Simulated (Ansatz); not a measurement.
# Phonons of SrMg (Pm-3m) against volume, part 2 of 2

Does SrMg (Pm-3m) expand much on heating, by its phonons?

Ansatz 0.2.0; DFT PBEsol, scalar-relativistic, plane waves, PAW; PAW set soft_1.

So far, highest frequency on path, mesh or solved points (cm⁻¹): step 2 (phonons on a q mesh) 171.

## Step 4: Phonons at the other volume, volume ratio 0.97

The phonons are repeated at this volume on the same meshes, so that differences come from the volume alone.

File input.yaml:

```yaml
crystal:
  lattice:
    - [4.086571656, 0.0, 0.0]
    - [0.0, 4.086571656, 0.0]
    - [0.0, 0.0, 4.086571656]
  atoms:
    - { symbol: Sr, position: [0.5, 0.5, 0.5] }
    - { symbol: Mg, position: [0.0, 0.0, 0.0] }
kpoints:
  mp_grid: { grid: [12, 12, 12] }
hamiltonian:
  xc: pbesol
  pseudopotentials: { kind: paw, azcp: { folder: soft_1 }, xc_functional: pbe }
scf:
  occupations: { method: methfessel_paxton, width: 0.2 }
output:
  eigenvalues: true
phonons:
  method: dfpt
  qmesh: [4, 4, 4]
  temperatures: { t_max: 1000, t_step: 50 }
  qpath:
    path:
      - [[0.0, 0.0, 0.0], [0.0, 0.5, 0.0], [0.5, 0.5, 0.0], [0.0, 0.0, 0.0], [0.5, 0.5, 0.5], [0.0, 0.5, 0.0]]
      - [[0.5, 0.5, 0.5], [0.5, 0.5, 0.0]]
    npoints: 10
```

Command:

```bash
$ ansatz run input.yaml --threads 4 --pin off --max-ram 10240MiB --backend cpu --events-out ev --progress --plain --runs-dir out
```

Output:

```text
[...]
Crystal: 2 atoms, lattice volume = 68.246 Å³
Basis set: ecut = 420 eV, 1357 PW (Γ), exchange–correlation on 60×60×60 points (8 copies of the dense FFT grid, shifted against one another)
Bands: 14, of which v1, the nominal top of the filled ones, is band 10 counted from 1 (9 counted from 0)
Symmetry: 48 space group operations
k-points: 84 of 1728
[...]
SCF iter   1: F=—  HF=-5404.556916 eV  |F-HF|=—  |Δ(HF+E_count)|=         —  Δρ=1.62e-2  dr2=3.22e-1  ethr=3.10e-3  ⟨swp⟩=7.3  Hψ=7727  notcnv=0
[...]
SCF iter  10: F=-5404.404515 eV  HF=-5404.404515 eV  |F-HF|=1.82e-12  |Δ(HF+E_count)|=  6.37e-12  S|Δr|=    0.00e0  Δρ=6.33e-8  dr2=1.93e-12  ethr=1.00e-12  ⟨swp⟩=8.0  Hψ=6917  notcnv=0
SCF 1 converged in 10 iterations: F = -5404.404515 eV  dr2 = 1.93e-12
[...]
SCF iter   3: F=-5404.404515 eV  HF=-5404.404515 eV  |F-HF|=2.73e-12  |Δ(HF+E_count)|=  9.09e-13  S|Δr|=    0.00e0  Δρ=2.06e-7  dr2=8.77e-12  ethr=1.00e-12  ⟨swp⟩=5.2  Hψ=3736  notcnv=0
SCF 2 converged in 3 iterations: F = -5404.404515 eV  dr2 = 8.77e-12
[...]
NSCF: frozen V_eff on 84 k-points
[...]
SCF converged after 10 iterations
[...]
Free energy (F): -5404.404515 eV
[...]
Internal energy: -5404.401095 eV  (E = F + TS)
E sigma→0 (E₀):  -5404.403660 eV
Entropy (-TS):   -0.003420 eV (-1.710 meV/atom)
Fermi energy:    5.892905 eV
[...]
--- Band table (eV; the first three rows and the last of 84) ---
  k-point 0: bands = [... 6 lower, -11.7901, -11.7901, 0.9598, 6.6936, 6.6936, 9.7949, 9.7949, 9.7949]
  k-point 1: bands = [... 6 lower, -11.7890, -11.7890, 1.0364, 6.6117, 6.7377, 9.5389, 9.5389, 9.6558]
  k-point 2: bands = [... 6 lower, -11.7859, -11.7859, 1.2624, 6.2975, 6.8661, 9.1157, 9.1157, 9.5485]
  k-point 83: bands = [... 6 lower, -11.9257, -11.9257, 5.2912, 5.2912, 5.2912, 6.6678, 9.1889, 9.1889]
[...]
ASR residual: 1.620e-4 → 0.000e0 eV/Å²; symmetrization residual: 8.987e-7 eV/Å²
  ASR residual per site (eV/Å²): 1.62e-4 3.63e-5
  Γ frequencies (cm⁻¹): 0.00 0.00 0.00 178.77 178.77 178.77
--- Phonons (arbitrary-q DFPT): 10 irreducible q on the 4×4×4 mesh ---
[...]
interpolated dispersion: 62 rows × 6 modes
[...]
```

It took 5.1 min on 4 threads of Arm Neoverse V2, shared host; peak memory 2.1 GiB.

Numbers from this step:

| Quantity | Value |
| --- | --- |
| sum-rule residual before enforcement | 1.62e-4 eV/Å² |
| highest frequency on path, mesh or solved points | 178.8 cm⁻¹ |
| mean frequency | 114.4 cm⁻¹ |
| Debye temperature (second moment) | 228 K |
| logarithmic mean frequency | 104.3 cm⁻¹ |
| highest optical mode at the zone centre (no LO-TO term) | 178.8 cm⁻¹ |
| lowest optical zone-centre mode | 178.8 cm⁻¹ |
| lowest mode on the q mesh (acoustic modes at Γ apart) | 36.92 cm⁻¹ |
| zero-point energy per atom | 21.27 meV |
| heat capacity at 300 K | 24.24 J/(mol atoms K) |
| vibrational entropy at 300 K | 42.58 J/(mol atoms K) |

Frequencies (cm⁻¹) solved at each irreducible wavevector; negative means imaginary. Frequencies by wavevector, by row:

| q in reciprocal lattice units | star | mode 1 | mode 2 | mode 3 | mode 4 | mode 5 | mode 6 |
| --- | --- | --- | --- | --- | --- | --- | --- |
| 0 0 0 | 1 | 0 | 0 | 0 | 178.8 | 178.8 | 178.8 |
| 0 0 0.25 | 6 | 56 | 56 | 64.8 | 159.3 | 172.9 | 172.9 |
| 0 0 -0.5 | 3 | 83.6 | 83.6 | 99.7 | 125 | 164.6 | 164.6 |
| 0 0.25 0.25 | 12 | 36.9 | 69.4 | 94.2 | 146.6 | 167 | 170.8 |
| 0 0.25 -0.5 | 12 | 57.4 | 79.1 | 80.2 | 144.7 | 157.3 | 168.5 |
| 0 -0.5 -0.5 | 3 | 46.9 | 46.9 | 77.5 | 154.4 | 154.4 | 171.1 |
| 0.25 0.25 0.25 | 8 | 71.5 | 71.5 | 83.4 | 152.4 | 159.2 | 159.2 |
| 0.25 0.25 -0.5 | 12 | 55.8 | 84.3 | 99.5 | 142.2 | 148.7 | 157.7 |
| 0.25 -0.5 -0.5 | 6 | 77.6 | 77.6 | 96 | 142.8 | 142.8 | 149.4 |
| -0.5 -0.5 -0.5 | 1 | 113 | 113 | 113 | 119.5 | 119.5 | 119.5 |

The highest optical mode at the zone centre (no LO-TO term) is 178.8 cm⁻¹, +7.4 cm⁻¹ against the base run.

## Step 5: Relaxing at another volume, volume ratio 1.03

The volume is scaled by 1.03 and held; symmetry leaves nothing to relax, so this is a single point. The modes can then be followed against volume.

input.yaml, the sections that differ from step 4:

```yaml
crystal:
  lattice:
    - [4.169150908, 0.0, 0.0]
    - [0.0, 4.169150908, 0.0]
    - [0.0, 0.0, 4.169150908]
  atoms:
    - { symbol: Sr, position: [0.5, 0.5, 0.5] }
    - { symbol: Mg, position: [0.0, 0.0, 0.0] }
output:
  forces: true
  stress: true
  eigenvalues: true
# kpoints, hamiltonian, scf: as in step 4
# phonons: removed
```

Output:

```text
[...]
Crystal: 2 atoms, lattice volume = 72.467 Å³
Basis set: ecut = 420 eV, 1365 PW (Γ), exchange–correlation on 60×60×60 points (8 copies of the dense FFT grid, shifted against one another)
Bands: 14, of which v1, the nominal top of the filled ones, is band 10 counted from 1 (9 counted from 0)
Symmetry: 48 space group operations
[...]
k-points: 84 of 1728
[...]
--- Band table (eV; the first three rows and the last of 84) ---
  k-point 0: bands = [... 6 lower, -12.3867, -12.3867, 0.6328, 6.2821, 6.2821, 9.1224, 9.1224, 9.1224]
  k-point 1: bands = [... 6 lower, -12.3858, -12.3858, 0.7051, 6.1899, 6.3239, 8.8995, 8.8995, 8.9850]
  k-point 2: bands = [... 6 lower, -12.3833, -12.3833, 0.9185, 5.8495, 6.4456, 8.5168, 8.5168, 8.8915]
  k-point 83: bands = [... 6 lower, -12.4970, -12.4970, 4.9081, 4.9081, 4.9081, 6.0303, 8.5189, 8.5189]
[key lines of the parts left out:]
SCF converged after 7 iterations
Free energy (F): -5404.404907 eV
Fermi energy:    5.427785 eV
P = ⅓ Tr σ = -0.5851 GPa (-5.851 kbar)
```

Wall time 1.1 s (4 threads); peak memory 0.38 GiB; 3.8 s of CPU time.

This step gave:

| Item | Value |
| --- | --- |
| pressure | -0.5851 GPa |
| volume per atom | 36.23 Å³ |

The run ends at a pressure of -0.59 GPa.

## Step 6: Phonons at the other volume, volume ratio 1.03

The phonons are repeated at this volume on the same meshes, so that differences come from the volume alone.

input.yaml, the sections that differ from step 5:

```yaml
output:
  eigenvalues: true
phonons:
  method: dfpt
  qmesh: [4, 4, 4]
  temperatures: { t_max: 1000, t_step: 50 }
  qpath:
    path:
      - [[0.0, 0.0, 0.0], [0.0, 0.5, 0.0], [0.5, 0.5, 0.0], [0.0, 0.0, 0.0], [0.5, 0.5, 0.5], [0.0, 0.5, 0.0]]
      - [[0.5, 0.5, 0.5], [0.5, 0.5, 0.0]]
    npoints: 10
# crystal, kpoints, hamiltonian, scf: as in step 5
```

Output:

```text
[...]
Crystal: 2 atoms, lattice volume = 72.467 Å³
Basis set: ecut = 420 eV, 1365 PW (Γ), exchange–correlation on 60×60×60 points (8 copies of the dense FFT grid, shifted against one another)
Bands: 14, of which v1, the nominal top of the filled ones, is band 10 counted from 1 (9 counted from 0)
Symmetry: 48 space group operations
k-points: 84 of 1728
[...]
k-point 83: bands = [... 6 lower, -12.4968, -12.4968, 4.9082, 4.9082, 4.9082, 6.0302, 8.5189, 8.5189]
[...]
ASR residual: 1.106e-4 → 0.000e0 eV/Å²; symmetrization residual: 1.252e-6 eV/Å²
  ASR residual per site (eV/Å²): 1.11e-4 3.39e-5
  Γ frequencies (cm⁻¹): 0.00 0.00 0.00 164.23 164.23 164.23
--- Phonons (arbitrary-q DFPT): 10 irreducible q on the 4×4×4 mesh ---
[...]
interpolated dispersion: 62 rows × 6 modes
[...]
[key lines of the parts left out:]
SCF converged after 10 iterations
Free energy (F): -5404.404907 eV
Fermi energy:    5.427781 eV
```

It took 5.2 min on 4 threads; peak memory 2.2 GiB.

Read from the output:

```yaml
sum_rule_residual_before_enforcement: 1.11e-4 eV/Å²
highest_frequency_on_path_mesh_or_solved_points: 164.2 cm⁻¹
mean_frequency: 105.6 cm⁻¹
debye_temperature_second_moment: 210 K
logarithmic_mean_frequency: 96.8 cm⁻¹
highest_optical_mode_at_the_zone_centre_no_lo_to_term: 164.2 cm⁻¹
lowest_optical_zone_centre_mode: 164.2 cm⁻¹
lowest_mode_on_the_q_mesh_acoustic_modes_at_gamma_apart: 36.4 cm⁻¹
zero_point_energy_per_atom: 19.63 meV
heat_capacity_at_300_k: 24.34 J/(mol atoms K)
vibrational_entropy_at_300_k: 44.38 J/(mol atoms K)
```

Frequencies (cm⁻¹) solved at each irreducible wavevector; negative means imaginary. Frequencies by wavevector, by row:

```
q in reciprocal lattice units  star  mode 1  mode 2  mode 3  mode 4  mode 5  mode 6
                        0 0 0     1       0       0       0   164.2   164.2   164.2
                     0 0 0.25     6    52.2    52.2    59.4   145.9   159.4   159.4
                     0 0 -0.5     3    77.7    77.7    92.3     114   152.3   152.3
                  0 0.25 0.25    12    36.4    64.8      87   134.7   152.3   157.8
                  0 0.25 -0.5    12    54.7    74.9    75.3   131.3   143.2   156.1
                  0 -0.5 -0.5     3    46.2    46.2    72.3   139.7   139.7   158.4
               0.25 0.25 0.25     8    67.1    67.1    78.4   139.6   145.5   145.5
               0.25 0.25 -0.5    12    53.1    80.2    92.4     129   136.3   143.7
               0.25 -0.5 -0.5     6    72.9    72.9    89.7   129.6   129.6   136.8
               -0.5 -0.5 -0.5     1     105     105     105   107.7   107.7   107.7
```

The highest optical mode at the zone centre (no LO-TO term) is 164.2 cm⁻¹, -7.1 cm⁻¹ against the base run.

## Step 7: Grüneisen parameters

The Grüneisen parameter of a mode is minus the logarithmic change of its frequency with volume, −d ln ω / d ln V; weighted by heat capacity it gives the expansion.

This step gave:

| Property | Result |
| --- | --- |
| bulk modulus | 21 GPa |

Phonon branches along the path, in cm⁻¹:

```
    point  branch 1  branch 2  branch 3  branch 4  branch 5  branch 6
        Γ         0         0         0       171       171       171
  halfway        54        54        62       152       166       166
        X        81        81        96       119       158       158
  halfway        56        77        78       138       150       162
        M        47        47        75       147       147       165
  halfway        37        67        90       140       160       164
        Γ         0         0         0       171       171       171
  halfway        69        69        81       146       152       152
        R       109       109       109       114       114       114
  halfway        54        82        96       136       142       150
        X        81        81        96       119       158       158
jump to R       109       109       109       114       114       114
  halfway        75        75        93       136       136       143
        M        47        47        75       147       147       165
```

The same for volume x 0.97:

```
point  branch 1  branch 2  branch 3  branch 4  branch 5  branch 6
    Γ         0         0         0       179       179       179
    X        84        84       100       125       165       165
    M        47        47        78       154       154       171
    Γ         0         0         0       179       179       179
    R       113       113       113       119       119       119
    X        84        84       100       125       165       165
    R       113       113       113       119       119       119
    M        47        47        78       154       154       171
```

The same for volume x 1.03:

```
point  branch 1  branch 2  branch 3  branch 4  branch 5  branch 6
    Γ         0         0         0       164       164       164
    X        78        78        92       114       152       152
    M        46        46        72       140       140       158
    Γ         0         0         0       164       164       164
    R       105       105       105       108       108       108
    X        78        78        92       114       152       152
    R       105       105       105       108       108       108
    M        46        46        72       140       140       158
```

The first set of phonon branches as a text plot (rows in cm⁻¹):

```
    175 |                         *
    168 |*****        ****   ***** ****
    160 |     ********    ******    *  *              ****     **
    153 |   *     **      ***        ** *           ****      *
    145 |    *      ******    *        ****        ***       ****
    138 |     *     *     ****             *      ****      **
    130 |         **                        *    ***  **   **
    123 |      ***                          **  **      **
    115 |                                    ****         *
    108 |                                    *****        *
    101 |                                   **  * **       **
     93 |      ***           *             *     *  ** *** * *
     86 |         **       ** *        *    *     ******    * *
     78 |     *************          ** ****      *     **   * **
     71 |    **   * *      **           *
     63 |   **     * *   *   * *                   *   *
     56 |   *         *       *     *  *            * *       **
     48 |           ******     **                    *          *
     41 |  *              ***        **
     34 |  *                 ** *  *
     26 | *                    * *  *
     19 |                       **
     11 |*                       * *
      4 |                         *
         Γ      X      M          Γ            R        X|R     M
```

Mode Grueneisen parameter -dln(w)/dln(V), modes matched by rank; at Γ the acoustic branches take the value of a neighbouring point of the path. Mode grüneisen parameters along the path, in :

| point | branch 1 | branch 2 | branch 3 | branch 4 | branch 5 | branch 6 |
| --- | --- | --- | --- | --- | --- | --- |
| Γ | 1.16 | 1.16 | 1.58 | 1.42 | 1.42 | 1.42 |
| halfway | 1.17 | 1.17 | 1.45 | 1.46 | 1.36 | 1.36 |
| X | 1.24 | 1.24 | 1.28 | 1.53 | 1.29 | 1.29 |
| halfway | 0.80 | 0.91 | 1.05 | 1.62 | 1.56 | 1.27 |
| M | 0.21 | 0.21 | 1.16 | 1.67 | 1.67 | 1.29 |
| halfway | 0.23 | 1.14 | 1.32 | 1.41 | 1.54 | 1.32 |
| Γ | 0.42 | 1.13 | 1.53 | 1.42 | 1.42 | 1.42 |
| halfway | 1.06 | 1.06 | 1.03 | 1.46 | 1.50 | 1.50 |
| R | 1.22 | 1.22 | 1.22 | 1.72 | 1.72 | 1.72 |
| halfway | 0.83 | 0.83 | 1.23 | 1.62 | 1.45 | 1.55 |
| X | 1.24 | 1.24 | 1.28 | 1.53 | 1.29 | 1.29 |
| jump to R | 1.22 | 1.22 | 1.22 | 1.72 | 1.72 | 1.72 |
| halfway | 1.04 | 1.04 | 1.13 | 1.62 | 1.62 | 1.47 |
| M | 0.21 | 0.21 | 1.16 | 1.67 | 1.67 | 1.29 |

The mode Grüneisen parameters as a text plot (rows in , shown from 0.2 to 1.7 only):

```
   1.69 |            *****                    ****        *     *
   1.63 |           **  ***                ***   ******    * ***
   1.56 |*       ***       ***           *****  * ***  ** ***
   1.50 | ** ****  *       ** ***** *   *          * *   *  **
   1.44 |****     *          ************           * *
   1.37 |  ****               ***  **  *             * *      *
   1.31 |    ****** ****** ***       ***     *  *     *****    **
   1.25 |      *** *      *                 * **************
   1.19 |******   **   *       *           *     *      *  **
   1.12 |         * *** ******* ***      **       *    *    *****
   1.06 |         *                     *   *     *    *     *
   1.00 |          *                   *           *  *
   0.93 |                          **              *
   0.87 |                 *          **    *         **
   0.81 |                                **         *
   0.74 |                                            *
   0.68 |           *                                         *
   0.62 |           *    *
   0.56 |            *
   0.49 |            *                                         *
   0.43 |             *         ***
   0.37 |             * *      *
   0.30 |                     *                                 *
   0.24 |              **    *
         Γ      X      M          Γ            R        X|R     M
```

(dS/dlnV)/C_V. The thermodynamic Grueneisen parameter by temperature:

| temperature (K) | thermodynamic Grueneisen parameter |
| --- | --- |
| 50 | 1.11 |
| 100 | 1.20 |
| 150 | 1.22 |
| 200 | 1.23 |
| 250 | 1.23 |
| 300 | 1.24 |
| 350 | 1.24 |
| 400 | 1.24 |
| 450 | 1.24 |
| 500 | 1.24 |
| 550 | 1.24 |
| 600 | 1.24 |
| 650 | 1.24 |
| 700 | 1.24 |
| 750 | 1.24 |
| 800 | 1.24 |
| 850 | 1.24 |
| 900 | 1.24 |
| 950 | 1.24 |
| 1000 | 1.24 |

Gamma C_V/(B V) at the static volume. Table of volume expansion by temperature:

```csv
temperature (K),volume expansion (1e-6/K)
50,30.4
100,54.2
150,61.9
200,65.0
250,66.6
300,67.5
350,68.0
400,68.3
450,68.6
500,68.8
550,68.9
600,69.0
650,69.1
700,69.1
750,69.2
800,69.2
850,69.2
900,69.3
950,69.3
1000,69.3
```

## Step 8: Results

* bulk modulus: 21 GPa
* thermodynamic Grüneisen parameter at 300 K: 1.236
* volume expansion at 300 K, estimated: 67.49 × 10⁻⁶ K⁻¹

What this shows: By this estimate the volume grows by 67.5 × 10⁻⁶ per kelvin at 300 K. The highest optical mode at Γ goes from 179 to 164 cm⁻¹ as the cell grows, a Grüneisen parameter of 1.41. Mode parameters on the path run from 0.18 to 1.7, with a median of 1.3. Branches are matched by rank, so values near crossings are rough. The expansion is the Grüneisen estimate at the static volume, with the static bulk modulus. With no gap, or one that is small against the smearing, the frequencies hang on the k mesh and the smearing, most of all near Kohn anomalies. The PAW files were made for PBE and serve the other functionals too.

[Long decimals in the printed logs are rounded to 6 places.]

[Logs are printed without paths, hosts, clocks, repeated set-up lines and the standing remarks that a program may print on its own settings, such as how far it seeks lower states.]

[Hosts, paths, dates, database ids (printed as entryN), source tags and the programs' standing remarks are cut or masked in the printed files.]

[Where the starting crystal was built by hand or by swapping elements, it need not be the compound's stable phase.]
